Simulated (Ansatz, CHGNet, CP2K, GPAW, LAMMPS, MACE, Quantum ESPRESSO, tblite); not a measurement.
**Amorphous Ge (61 atoms) in CP2K**

Aim: run amorphous Ge (61 atoms) in CP2K and see how near its forces come to a plane-wave reference, and at what cost.

Calculated with CP2K 2026.2; the method is named at each step.

## (1) The structure

The cell holds 61 atoms: 61 Ge. Its edges and angles: a = 11.207 Å, b = 11.207 Å, c = 11.207 Å, α = 90.0°, β = 90.0°, γ = 90.0°. 61 atoms (61 Ge) placed at random at 5.23 g/cm³, melted at 3500 K for 10 ps at fixed volume with the Tersoff potential (Tersoff, Phys. Rev. B 39, 5566 (1989)). Quenched from 3500 K to 300 K at 6 K/ps and fixed volume, annealed at 1300 K for 20 ps, held 5 ps.

The yardstick, on the same geometry:

```
method                 : Kohn-Sham DFT, PBE, PAW, plane waves (Ansatz 0.2.0); cutoff 420 eV, Γ point, fermi-dirac smearing of 0.05 eV; PAW set soft_2
r.m.s. force component : 0.4429 eV/Å
longest force          : 1.411 eV/Å
pressure               : 4.803 GPa
SCF cycles             : 10
time                   : 31 s on 4 threads of Arm Neoverse V2, shared host
CPU time               : 2 min
```

## (2) PBE, DZVP-UZH, 350/50 Ry, diagonalisation

Method: Kohn-Sham DFT, PBE, GTH-PBE pseudopotentials, Gaussian and plane waves, DZVP-MOLOPT (UZH set), diagonalisation.

Contents of input.inp:

```
&GLOBAL
  PROJECT cell
  RUN_TYPE ENERGY_FORCE
  PRINT_LEVEL LOW
&END GLOBAL
&FORCE_EVAL
  METHOD QS
  STRESS_TENSOR ANALYTICAL
  &DFT
    BASIS_SET_FILE_NAME BASIS_MOLOPT_UZH
    POTENTIAL_FILE_NAME POTENTIAL_UZH
    &MGRID
      CUTOFF 350
      REL_CUTOFF 50
    &END MGRID
    &QS
      EPS_DEFAULT 1.0E-12
    &END QS
    &SCF
      SCF_GUESS ATOMIC
      EPS_SCF 1.0E-06
      MAX_SCF 200
      ADDED_MOS 27
      &DIAGONALIZATION
        ALGORITHM STANDARD
      &END DIAGONALIZATION
      &SMEAR ON
        METHOD FERMI_DIRAC
        ELECTRONIC_TEMPERATURE [K] 580
      &END SMEAR
      &MIXING
        METHOD BROYDEN_MIXING
        ALPHA 0.15
        NBROYDEN 8
      &END MIXING
      &PRINT
        &RESTART OFF
        &END RESTART
      &END PRINT
    &END SCF
    &XC
      &XC_FUNCTIONAL PBE
      &END XC_FUNCTIONAL
    &END XC
    &PRINT
      &MULLIKEN ON
      &END MULLIKEN
      &HIRSHFELD ON
        SHAPE_FUNCTION DENSITY
      &END HIRSHFELD
      &MO ON
        EIGENVALUES T
        OCCUPATION_NUMBERS T
        MO_INDEX_RANGE 111 134
        &EACH
          QS_SCF 0
        &END EACH
        ADD_LAST NUMERIC
      &END MO
    &END PRINT
  &END DFT
  &SUBSYS
    &CELL
      A 11.20750 0.00000 0.00000
      B 0.00000 11.20750 0.00000
      C 0.00000 0.00000 11.20750
    &END CELL
    &COORD
      Ge 1.20514 7.66559 9.10890
      Ge 0.09885 11.01731 3.94807
      Ge 5.87889 10.59916 9.05454
      Ge 2.84760 1.67507 9.96044
      Ge 9.84400 2.49457 0.06355
      Ge 6.70668 0.06993 5.61989
      Ge 10.45929 7.13559 10.56273
      Ge 1.03849 3.60254 4.73080
      Ge 4.38437 3.65992 2.46531
      Ge 4.39939 0.63434 5.20532
      Ge 10.10244 11.19282 10.79383
      Ge 4.63015 3.17217 5.19378
      Ge 9.91315 6.05676 3.27147
      Ge 7.58367 9.93702 7.45523
      Ge 2.43909 4.19967 10.23514
      Ge 8.45292 2.38339 4.24417
      Ge 10.70675 1.51525 7.54534
      Ge 8.40025 7.78507 3.98371
      Ge 1.76765 0.54300 2.35951
      Ge 5.34161 1.65064 9.73730
      Ge 9.48636 5.51319 8.86838
      Ge 5.88360 5.19994 4.05711
      Ge 6.16188 7.47731 3.07691
      Ge 3.71361 8.30308 3.18663
      Ge 0.35965 6.24504 1.26723
      Ge 2.75368 7.15599 1.24616
      Ge 2.89086 10.96430 6.85171
      Ge 2.34136 7.66414 5.07162
      Ge 10.04506 6.81842 6.90898
      Ge 1.93285 2.94645 2.52359
      Ge 3.89561 9.42484 8.36528
      Ge 6.86818 7.86408 0.71280
      Ge 7.69709 3.75339 0.83776
      Ge 1.19853 9.78426 5.64511
      Ge 2.73833 9.04434 10.65217
      Ge 3.87656 10.82846 3.12734
      Ge 7.83886 7.77778 6.37550
      Ge 4.03470 5.09011 0.59949
      Ge 2.64071 3.70173 6.51638
      Ge 7.59521 0.11264 3.33894
      Ge 0.66068 3.88979 0.65104
      Ge 5.69767 2.26492 0.86298
      Ge 1.56445 11.17220 11.18071
      Ge 7.03719 5.45581 8.69455
      Ge 6.94585 3.01829 8.46850
      Ge 11.16458 8.90951 7.48459
      Ge 6.84677 2.44929 6.10954
      Ge 5.67604 0.02578 1.70791
      Ge 9.15899 8.91859 0.52350
      Ge 8.19100 4.33103 3.04250
      Ge 0.36189 5.93460 5.04954
      Ge 6.38413 5.56856 10.99691
      Ge 5.25867 9.52660 11.20022
      Ge 3.86883 7.24105 7.06442
      Ge 5.97707 6.21512 6.54518
      Ge 1.92836 1.68594 7.76231
[... 1 atom lines left out ...]
      Ge 2.42194 5.61810 8.27192
      Ge 9.42136 9.72699 2.90667
      Ge 9.73192 10.59983 8.30902
      Ge 9.38404 3.00641 8.94986
    &END COORD
    &KIND Ge
      BASIS_SET DZVP-MOLOPT-PBE-GTH-q4
      POTENTIAL GTH-PBE-q4
    &END KIND
  &END SUBSYS
  &PRINT
    &FORCES ON
    &END FORCES
    &STRESS_TENSOR ON
    &END STRESS_TENSOR
  &END PRINT
&END FORCE_EVAL
```

On the command line:

```bash
$ OMP_NUM_THREADS=2 cp2k.psmp -i input.inp > output.txt
```

Numbers of over 12 decimals in the logs are rounded to 6 here.

What it wrote:

```text
CP2K| version string:                                       CP2K version 2026.2
 CP2K| Input file name                                                 input.inp
 GLOBAL| Basis set file name                                    BASIS_MOLOPT_UZH
 GLOBAL| Potential file name                                       POTENTIAL_UZH
 GLOBAL| Run type                                                   ENERGY_FORCE
 GLOBAL| Total number of message passing processes                             1
 GLOBAL| Number of threads for this process                                    2
 TOTAL NUMBERS AND MAXIMUM NUMBERS
  Total number of            - Atomic kinds:                                   1
                             - Atoms:                                         61
                             - Shell sets:                                    61
                             - Shells:                                       305
                             - Primitive Cartesian functions:                244
                             - Cartesian basis functions:                    854
                             - Spherical basis functions:                    793
  Maximum angular momentum of the orbital basis functions:                     2
 SCF PARAMETERS         Density guess:                                    ATOMIC
                        max_scf:                                             200
                        eps_scf:                                        1.00E-06
                        added MOs                                        27    0
                        Mixing method:                            BROYDEN_MIXING
                                                charge density mixing in g-space
                        Smear method:                                FERMI_DIRAC
                        Electronic temperature [K]:                        580.0
                        Electronic temperature [a.u.]:                  1.84E-03
                        Accuracy threshold:                             1.00E-10
 Extrapolation method: initial_guess
 Number of electrons:                                                        244
 Number of occupied orbitals:                                                122
 Number of molecular orbitals:                                               149
 Number of orbital functions:                                                793
 Number of independent orbital functions:                                    793
 SCF WAVEFUNCTION OPTIMIZATION
  Step     Update method      Time    Convergence         Total energy    Change
     1 NoMix/Diag. 0.15E+00    2.4     0.44503999      -243.3513583115 -2.43E+02
     2 Broy./Diag. 0.15E+00    3.3     0.02597391      -237.6806359821  5.67E+00
     3 Broy./Diag. 0.15E+00    3.8     0.11965955      -238.0808892526 -4.00E-01
     4 Broy./Diag. 0.15E+00    3.1     0.05992821      -239.0314803730 -9.51E-01
[...]
18 Broy./Diag. 0.15E+00    3.4     0.00000207      -239.0703045948  8.90E-06
    19 Broy./Diag. 0.15E+00    3.7     0.00000070      -239.0702928681  1.17E-05
  *** SCF run converged in    19 steps ***
  Electronic density on regular grids:       -244.0000000000        0.0000000000
  Core density on regular grids:              243.9999999991       -0.0000000009
  Total charge density on r-space grids:       -0.0000000009
  Total charge density g-space grids:          -0.0000000009
  Overlap energy of the core charge distribution:               7.10206e-07
  Self energy of the core charge distribution:               -509.442073
  Core Hamiltonian energy:                                    121.151061
  Hartree energy:                                             220.700577
  Exchange-correlation energy:                                -71.473814
  Electronic entropic energy:                                  -0.00604409
  Fermi energy:                                                 0.150405
  Total energy:                                              -239.070293
  Total energy (extrapolated to T->0):                       -239.067271
 MO| EIGENVALUES AND OCCUPATION NUMBERS
 MO|
 MO|  Index      Eigenvalue [a.u.]        Eigenvalue [eV]             Occupation
 MO|    111               0.116308               3.164898               2.000000
 MO|    112               0.118886               3.235065               2.000000
 MO|    113               0.121190               3.297753               2.000000
[...]
MO|    133               0.202125               5.500100               0.000000
 MO|    134               0.203390               5.534510               0.000000
 MO| Sum:                                                             244.000000
 MO| E(Fermi):            0.150405 a.u.          4.092732 eV
 !-----------------------------------------------------------------------------!
                     Mulliken Population Analysis
 #  Atom  Element  Kind  Atomic population                           Net charge
       1     Ge       1          4.163264                             -0.163264
       2     Ge       1          3.934478                              0.065522
       3     Ge       1          3.941300                              0.058700
[...]
60     Ge       1          3.986338                              0.013662
      61     Ge       1          4.029382                             -0.029382
 # Total charge                            244.000000                  0.000000
 !-----------------------------------------------------------------------------!
 !-----------------------------------------------------------------------------!
                           Hirshfeld Charges
  #Atom  Element  Kind  Ref Charge     Population                    Net charge
      1       Ge     1       4.000          3.997                         0.003
      2       Ge     1       4.000          3.986                         0.014
      3       Ge     1       4.000          4.008                        -0.008
[...]
60       Ge     1       4.000          4.015                        -0.015
     61       Ge     1       4.000          4.000                        -0.000
  Total Charge                                                           -0.000
 !-----------------------------------------------------------------------------!
 ENERGY| Total FORCE_EVAL ( QS ) energy [hartree]           -239.070276
 FORCES| Atomic forces [hartree/bohr]
 FORCES|   Atom     x               y               z               |f|
 FORCES|      1 -6.03431153E-03  1.75251137E-03  1.03101514E-02   1.20740811E-02
 FORCES|      2 -8.11488323E-03 -1.58389608E-03 -7.37862621E-03   1.10817048E-02
 FORCES|      3  3.23768698E-03 -1.38421275E-02  8.68405584E-03   1.66583293E-02
[...]
FORCES|     60  2.06175697E-03  1.88777416E-02  1.69753763E-02   2.54712263E-02
 FORCES|     61  4.45204898E-03  1.08282984E-02 -4.23798756E-03   1.24512379E-02
 FORCES| Sum    -1.23371234E-06  1.35195710E-07  1.29489170E-08
 FORCES| Total atomic force                                       1.24116546E-06
 STRESS| Analytical stress tensor [bar]
 STRESS|                        x                   y                   z
 STRESS|      x        4.00759034034E+04  -1.13465210155E+04   9.49641434806E+03
 STRESS|      y       -1.13465210155E+04   4.53616869602E+04  -1.29269603653E+04
 STRESS|      z        9.49641434806E+03  -1.29269603653E+04   7.64343122865E+04
 STRESS| 1/3 Trace                                             5.39573008834E+04
```

Wall time 77 s (2 threads of Arm Neoverse V2, shared host); peak memory 1.6 GiB; 2.3 min of CPU time.

Banners, paths, timers and routine set-up lines are dropped from the logs unmarked, and long logs keep their key lines alone; longer cuts are marked.

Compared with the plane-wave run:

| Property | Result |
| --- | --- |
| r.m.s. force component | 0.4433 eV/Å |
| r.m.s. difference of force components | 27.61 meV/Å |
| longest difference of force vectors | 84.48 meV/Å |
| force difference over r.m.s. force | 6.233 % |
| slope of forces against the reference's | 0.9989 |
| correlation of force components | 0.9981 |
| pressure | 5.396 GPa |
| pressure difference | 0.593 GPa |

Local excerpt of 11 atoms (numbers count through the whole input) about Ge11, whose charge lies farthest from its element's mean; x, y, z are measured from there.

```csv
atom,x,y,z,distance (Å),bonds,Hirshfeld charge (e),Fx,Fy,Fz (eV/Å)
Ge11,0.00,0.00,0.00,0.00,4,0.04,0.20,-0.62,-0.32
Ge5,-0.26,2.51,0.48,2.57,4,0.01,-0.35,0.19,0.37
Ge60,-0.37,-0.59,-2.48,2.58,4,-0.01,0.11,0.97,0.87
Ge49,-0.94,-2.27,0.94,2.63,4,0.03,0.14,0.51,0.12
Ge43,2.67,-0.02,0.39,2.70,4,0.03,-0.87,-0.20,0.25
Ge61,-0.72,3.02,-1.84,3.61,4,0.00,0.23,0.56,-0.22
Ge17,0.60,1.53,-3.25,3.64,4,-0.01,0.24,-0.12,-0.08
Ge59,-0.68,-1.47,3.32,3.69,4,-0.01,0.08,0.09,0.06
Ge19,2.87,0.56,2.77,4.03,4,-0.01,0.12,-0.26,-0.30
Ge7,0.36,-4.06,-0.23,4.08,4,-0.01,-0.13,0.14,-0.35
Ge46,1.06,-2.28,-3.31,4.16,4,-0.01,0.25,-0.35,-0.12
```

Forces lie 6.2 % from the reference's, at 1.2 times its CPU time (on 2 against 4 cores).

## (3) PBE, TZVP-MOLOPT (SR for Ge), 350/50 Ry, diagonalisation

Method: Kohn-Sham DFT, PBE, GTH-PBE pseudopotentials, Gaussian and plane waves, TZVP-MOLOPT-GTH, diagonalisation.

Edit input.inp of step 2 so:

```diff
@@ -9,4 +9,5 @@
   &DFT
-    BASIS_SET_FILE_NAME BASIS_MOLOPT_UZH
-    POTENTIAL_FILE_NAME POTENTIAL_UZH
+    BASIS_SET_FILE_NAME BASIS_MOLOPT
+    BASIS_SET_FILE_NAME BASIS_MOLOPT_UCL
+    POTENTIAL_FILE_NAME GTH_POTENTIALS
     &MGRID
@@ -67,7 +68,8 @@
     &END CELL
-    &COORD
-[... 61 atom lines left out: the same atoms as in the first run ...]
-    &END COORD
+    &TOPOLOGY
+      COORD_FILE_NAME structure.xyz
+      COORD_FILE_FORMAT XYZ
+    &END TOPOLOGY
     &KIND Ge
-      BASIS_SET DZVP-MOLOPT-PBE-GTH-q4
+      BASIS_SET TZVP-MOLOPT-SR-GTH-q4
       POTENTIAL GTH-PBE-q4
```

Contents of structure.xyz:

```xyz
61

Ge 1.20514 7.66559 9.10890
Ge 0.09885 11.01731 3.94807
Ge 5.87889 10.59916 9.05454
Ge 2.84760 1.67507 9.96044
Ge 9.84400 2.49457 0.06355
Ge 6.70668 0.06993 5.61989
Ge 10.45929 7.13559 10.56273
Ge 1.03849 3.60254 4.73080
Ge 4.38437 3.65992 2.46531
Ge 4.39939 0.63434 5.20532
Ge 10.10244 11.19282 10.79383
Ge 4.63015 3.17217 5.19378
Ge 9.91315 6.05676 3.27147
Ge 7.58367 9.93702 7.45523
Ge 2.43909 4.19967 10.23514
Ge 8.45292 2.38339 4.24417
Ge 10.70675 1.51525 7.54534
Ge 8.40025 7.78507 3.98371
Ge 1.76765 0.54300 2.35951
Ge 5.34161 1.65064 9.73730
[... 37 atom lines left out ...]
Ge 2.42194 5.61810 8.27192
Ge 9.42136 9.72699 2.90667
Ge 9.73192 10.59983 8.30902
Ge 9.38404 3.00641 8.94986
```

On the command line:

```bash
$ OMP_NUM_THREADS=1 mpirun -np 4 cp2k.psmp -i input.inp > output.txt
```

What it wrote:

```text
CP2K| version string:                                       CP2K version 2026.2
 CP2K| Input file name                                                 input.inp
 GLOBAL| Basis set file name                                        BASIS_MOLOPT
 GLOBAL| Potential file name                                      GTH_POTENTIALS
 GLOBAL| Run type                                                   ENERGY_FORCE
 GLOBAL| Total number of message passing processes                             4
 GLOBAL| Number of threads for this process                                    1
[... lines left out ...]
                        Smear method:                                FERMI_DIRAC
[... lines left out ...]
 Number of electrons:                                                        244
[... lines left out ...]
  Step     Update method      Time    Convergence         Total energy    Change
[... lines left out ...]
  *** SCF run converged in    17 steps ***
[... lines left out ...]
  Fermi energy:                                                 0.149130
  Total energy:                                              -239.200372
  Total energy (extrapolated to T->0):                       -239.197366
[... lines left out ...]
 MO| E(Fermi):            0.149130 a.u.          4.058041 eV
[... lines left out ...]
     61       Ge     1       4.000          4.002                        -0.002
  Total Charge                                                           -0.000
 !-----------------------------------------------------------------------------!
 ENERGY| Total FORCE_EVAL ( QS ) energy [hartree]           -239.200361
 FORCES| Atomic forces [hartree/bohr]
 FORCES|   Atom     x               y               z               |f|
 FORCES|      1 -5.76402904E-03  1.32656360E-03  9.73606303E-03   1.13918710E-02
 FORCES|      2 -8.16147612E-03 -1.08325750E-03 -7.14358079E-03   1.09001782E-02
 FORCES|      3  3.15768857E-03 -1.32606164E-02  8.40666702E-03   1.60152114E-02
[...]
FORCES|     60  2.18265803E-03  1.89608848E-02  1.71785374E-02   2.56784208E-02
 FORCES|     61  4.18104430E-03  1.05570425E-02 -3.92877390E-03   1.20153045E-02
 FORCES| Sum    -1.96614539E-06  3.07694518E-07 -1.24514994E-07
 FORCES| Total atomic force                                       1.99396780E-06
 STRESS| Analytical stress tensor [bar]
 STRESS|                        x                   y                   z
 STRESS|      x        3.91116860461E+04  -1.12538142311E+04   9.50657912837E+03
 STRESS|      y       -1.12538142311E+04   4.44393006180E+04  -1.27548110738E+04
 STRESS|      z        9.50657912837E+03  -1.27548110738E+04   7.50875799869E+04
 STRESS| 1/3 Trace                                             5.28795222170E+04
```

Elapsed: 31 s, on 4 MPI ranks; peak memory 3 GiB; 2.1 min of CPU time.

Against the reference:

```
r.m.s. force component                  : 0.4424 eV/Å
r.m.s. difference of force components   : 19.89 meV/Å
longest difference of force vectors     : 82.28 meV/Å
force difference over r.m.s. force      : 4.49 %
slope of forces against the reference's : 0.9977
correlation of force components         : 0.999
pressure                                : 5.288 GPa
pressure difference                     : 0.4853 GPa
```

Against the first run (6.2 %), the force difference from the reference is 4.5 %, at 0.90 times the CPU time (on 4 against 2 cores), with 1037 basis functions against 793; this set comes with other potentials too, so the change isn't the basis's alone.

[end of part 1 of 3]

[Also dropped from logs without a mark: logging warnings of Python, and SIESTA's first energy breakdown and zero terms.]

[Logs are printed without paths, hosts, clocks, repeated set-up lines and the standing remarks that a program may print on its own settings, such as how far it seeks lower states.]

[Hosts, paths, dates, database ids (printed as entryN), source tags and the programs' standing remarks are cut or masked in the printed files.]
